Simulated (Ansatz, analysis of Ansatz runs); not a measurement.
## Can an added hole hop between F atoms in NaAsF6 (R-3)?

Question: does an added hole stay on the F atom where it is started in NaAsF6 (R-3), and if so, how high is the barrier for a hop to another F site nearby? Model: a cell of 64 host atoms.

Calculated with Ansatz 0.2.0; plane-wave PAW DFT, PBEsol+U; relaxation of all atoms of a supercell at fixed charge in a uniform background; PAW set soft_1.

**1. The starting structure**

The cell holds 64 atoms: 8 Na, 8 As and 48 F. Its edges and angles: a = 11.311 Å, b = 11.311 Å, c = 11.311 Å, α = 56.9°, β = 56.9°, γ = 56.9°. It derives from NaAsF6 (space group R-3). Nearest the centre at fractional (0.500, 0.250, 0.750): F47 at 1.63 Å, F12 at 1.63 Å, F48 at 2.40 Å, F13 at 2.40 Å, F30 at 2.69 Å, F59 at 2.69 Å, As34 at 2.69 Å, As58 at 2.69 Å.

Hubbard terms: F p 8.0 eV. They were chosen, not fitted, to curb self-interaction in the shells named, the trial site's among them. The two sites are F12 and F47. The cell's shortest repeat is 10.8 Å.

**2. The cell without the carrier**

The neutral cell is relaxed first, from small random displacements, so that bond lengths and moments with the carrier can be set beside those of a relaxed cell without it.

neutral.relax/input.yaml reads:

```yaml
crystal:
  lattice:
    - [5.38841838, 3.1110048, 9.4462889]
    - [-5.38841838, 3.1110048, 9.4462889]
    - [0.0, -6.22200961, 9.4462889]
  atoms:
    - { symbol: Na, position: [0.25, 0.25, 0.25] }
    - { symbol: As, position: [0.0, 0.0, 0.0] }
    - { symbol: F, position: [0.104584, 0.447286, 0.341168] }
    - { symbol: F, position: [0.447286, 0.341168, 0.104584] }
    - { symbol: F, position: [0.341168, 0.104584, 0.447286] }
    - { symbol: F, position: [0.395416, 0.052714, 0.158832] }
    - { symbol: F, position: [0.052714, 0.158832, 0.395416] }
    - { symbol: F, position: [0.158832, 0.395416, 0.052714] }
    - { symbol: Na, position: [0.25, 0.25, 0.75] }
    - { symbol: As, position: [0.0, 0.0, 0.5] }
    - { symbol: F, position: [0.104584, 0.447286, 0.841168] }
    - { symbol: F, position: [0.447286, 0.341168, 0.604584] }
    - { symbol: F, position: [0.341168, 0.104584, 0.947286] }
    - { symbol: F, position: [0.395416, 0.052714, 0.658832] }
    - { symbol: F, position: [0.052714, 0.158832, 0.895416] }
    - { symbol: F, position: [0.158832, 0.395416, 0.552714] }
    - { symbol: Na, position: [0.25, 0.75, 0.25] }
    - { symbol: As, position: [0.0, 0.5, 0.0] }
    - { symbol: F, position: [0.104584, 0.947286, 0.341168] }
    - { symbol: F, position: [0.447286, 0.841168, 0.104584] }
    - { symbol: F, position: [0.341168, 0.604584, 0.447286] }
    - { symbol: F, position: [0.395416, 0.552714, 0.158832] }
    - { symbol: F, position: [0.052714, 0.658832, 0.395416] }
    - { symbol: F, position: [0.158832, 0.895416, 0.052714] }
    - { symbol: Na, position: [0.25, 0.75, 0.75] }
    - { symbol: As, position: [0.0, 0.5, 0.5] }
    - { symbol: F, position: [0.104584, 0.947286, 0.841168] }
    - { symbol: F, position: [0.447286, 0.841168, 0.604584] }
    - { symbol: F, position: [0.341168, 0.604584, 0.947286] }
    - { symbol: F, position: [0.395416, 0.552714, 0.658832] }
    - { symbol: F, position: [0.052714, 0.658832, 0.895416] }
    - { symbol: F, position: [0.158832, 0.895416, 0.552714] }
    - { symbol: Na, position: [0.75, 0.25, 0.25] }
    - { symbol: As, position: [0.5, 0.0, 0.0] }
    - { symbol: F, position: [0.604584, 0.447286, 0.341168] }
    - { symbol: F, position: [0.947286, 0.341168, 0.104584] }
    - { symbol: F, position: [0.841168, 0.104584, 0.447286] }
    - { symbol: F, position: [0.895416, 0.052714, 0.158832] }
    - { symbol: F, position: [0.552714, 0.158832, 0.395416] }
    - { symbol: F, position: [0.658832, 0.395416, 0.052714] }
    - { symbol: Na, position: [0.75, 0.25, 0.75] }
    - { symbol: As, position: [0.5, 0.0, 0.5] }
    - { symbol: F, position: [0.604584, 0.447286, 0.841168] }
    - { symbol: F, position: [0.947286, 0.341168, 0.604584] }
    - { symbol: F, position: [0.841168, 0.104584, 0.947286] }
    - { symbol: F, position: [0.895416, 0.052714, 0.658832] }
    - { symbol: F, position: [0.552714, 0.158832, 0.895416] }
    - { symbol: F, position: [0.658832, 0.395416, 0.552714] }
    - { symbol: Na, position: [0.75, 0.75, 0.25] }
    - { symbol: As, position: [0.5, 0.5, 0.0] }
    - { symbol: F, position: [0.604584, 0.947286, 0.341168] }
    - { symbol: F, position: [0.947286, 0.841168, 0.104584] }
    - { symbol: F, position: [0.841168, 0.604584, 0.447286] }
    - { symbol: F, position: [0.895416, 0.552714, 0.158832] }
    - { symbol: F, position: [0.552714, 0.658832, 0.395416] }
    - { symbol: F, position: [0.658832, 0.895416, 0.052714] }
    - { symbol: Na, position: [0.75, 0.75, 0.75] }
    - { symbol: As, position: [0.5, 0.5, 0.5] }
    - { symbol: F, position: [0.604584, 0.947286, 0.841168] }
    - { symbol: F, position: [0.947286, 0.841168, 0.604584] }
    - { symbol: F, position: [0.841168, 0.604584, 0.947286] }
    - { symbol: F, position: [0.895416, 0.552714, 0.658832] }
    - { symbol: F, position: [0.552714, 0.658832, 0.895416] }
    - { symbol: F, position: [0.658832, 0.895416, 0.552714] }
basis:
  ecutwfc: 420
  xc_grid: 2
hamiltonian:
  xc: pbesol
  hubbard:
    sites: [{ species: F, l: p, u_eff: 8.0 }]
    projectors: ortho-atomic
  pseudopotentials: { kind: paw, azcp: { folder: soft_1 }, xc_functional: pbe }
kpoints:
  mp_grid: { grid: [1, 1, 1] }
scf:
  occupations: { method: fermi_dirac, width: 0.01 }
  max_iter: 120
  lower_state_search: "off"
output:
  forces: true
relax:
  f_tol: 0.02
  max_steps: 70
  random_displacement: { amplitude: 0.04, seed: 5089 }
checkpoint:
  write: "../neutral.relax.run"
  compress: false
  write_wavefunctions: true
  write_every: 100000
```

Run with:

```
> ansatz run input.yaml --threads 8 --pin off --max-ram 17899MiB --backend cpu --events-out ev --progress --plain --runs-dir out
```

Numbers of over 12 decimals in the logs are rounded to 6 here.

The program printed:

```text
[... repeated set-up lines and file paths are left out, and long positions are rounded to six places ...]
Engine: ansatz 0.2.0, aarch64-unknown-linux-gnu
Pseudopotentials: kind: paw
Pseudopotential: Na, paw, valence charge 9, recommended cutoff 420 eV (normal), soft_1/Na.paw.azcp
Pseudopotential: As, paw, valence charge 15, recommended cutoff 420 eV (normal), soft_1/As.paw.azcp
Pseudopotential: F, paw, valence charge 7, recommended cutoff 420 eV (normal), soft_1/F.paw.azcp
Functional definition: PBEsol
  exchange = pbesol_x
  correlation = pbesol_c
Crystal: 64 atoms, lattice volume = 950.111 Å³
Basis set: ecut = 420 eV, 18475 PW (Γ), exchange–correlation on 160×160×160 points (8 copies of the dense FFT grid, shifted against one another)
Bands: 328, of which v1, the nominal top of the filled ones, is band 264 counted from 1 (263 counted from 0)
Symmetry: 1 space group operations
k-points: 1
Non-local potential: Na, projectors of the file, l = 0: 3, l = 1: 2, l = 2: 1
Non-local potential: As, projectors of the file, l = 0: 2, l = 1: 2, l = 2: 3, l = 3: 1
Non-local potential: F, projectors of the file, l = 0: 2, l = 1: 2, l = 2: 1
PAW form: soft (Blöchl's): semilocal exchange-correlation on the pseudo side does not see the compensation charge
PAW frozen core: Na, regenerated for the run's functional, and the local potential with it (the file was generated under x = pbe(κ = 0.804, μ = 0.219515), c = pbe(β = 0.066725))
PAW frozen core: As, regenerated for the run's functional, and the local potential with it (the file was generated under x = pbe(κ = 0.804, μ = 0.219515), c = pbe(β = 0.066725))
[...]
[... 16 atoms left out ...]
  atom  30  F     -0.00461452    -0.00034983     0.00331873
  [... 3 atoms left out ...]
  atom  34  As     0.00024907     0.00098926    -0.00149335
  [... 6 atoms left out ...]
  atom  41  Na    -0.00054942    -0.00044378    -0.00006876
  [... 5 atoms left out ...]
  atom  47  F      0.00260477     0.00462980     0.00375088
  atom  48  F      0.00425539    -0.00316602     0.00399395
  [... 9 atoms left out ...]
  atom  58  As    -0.00056122    -0.00083441     0.00032016
  atom  59  F      0.00527323     0.00125010    -0.00364574
  [... 5 atoms left out ...]
  max |Σ_I F_I| component: 1.09e-5 eV/Å
--- Band table (eV) ---
  k-point 0: bands = ["-47.3618", "-47.3617", "-47.3608", "-47.3605", [... 320 left out ...] "13.7196", "13.7209", "13.7223", "13.7349"]
Occupation matrices written to <dir>
--- Relaxed structure (5 steps of the walk, 5 accepted, 0 SCFs on fresh bases) ---
  F+E_penalty+E_count = -88686.85686781 eV   max|allowed force component| = 6.328e-3 eV/Å
  atoms:
    - { symbol: Na, position: [0.249999, 0.249422, 0.249974] }
    - { symbol: As, position: [-0.000320, -7.640476485260493e-5, -0.000118] }
[...]
- { symbol: Na, position: [0.249841, 0.249706, 0.749670] }
[...]
- { symbol: F, position: [0.432859, 0.353958, 0.607610] }
    - { symbol: F, position: [0.353973, 0.107085, 0.932936] }
[...]
- { symbol: F, position: [0.391981, 0.566536, 0.645914] }
[...]
- { symbol: As, position: [0.499778, -0.000320, -0.000226] }
    [... 6 atoms left out ...]
    - { symbol: Na, position: [0.749793, 0.249608, 0.749868] }
    [... 5 atoms left out ...]
    - { symbol: F, position: [0.566352, 0.145696, 0.892050] }
    - { symbol: F, position: [0.645501, 0.392125, 0.566735] }
    [... 9 atoms left out ...]
    - { symbol: As, position: [0.499600, 0.499850, 0.499991] }
    - { symbol: F, position: [0.607671, 0.932767, 0.853991] }
    [... 5 atoms left out ...]
[key lines of the parts left out:]
SCF converged after 7 iterations
Free energy (F): -88686.856868 eV
Fermi energy:    -0.412014 eV
```

It took 19 s on 8 threads of Arm Neoverse V2, shared host; peak memory 1.4 GiB; 2.3 min of CPU time.

The largest displacement from an ideal site is 0.153 Å.

[end of part 1 of 3]

[Logs are printed without paths, hosts, clocks, repeated set-up lines and the standing remarks that a program may print on its own settings, such as how far it seeks lower states.]

[Hosts, paths, dates, database ids (printed as entryN), source tags and the programs' standing remarks are cut or masked in the printed files.]
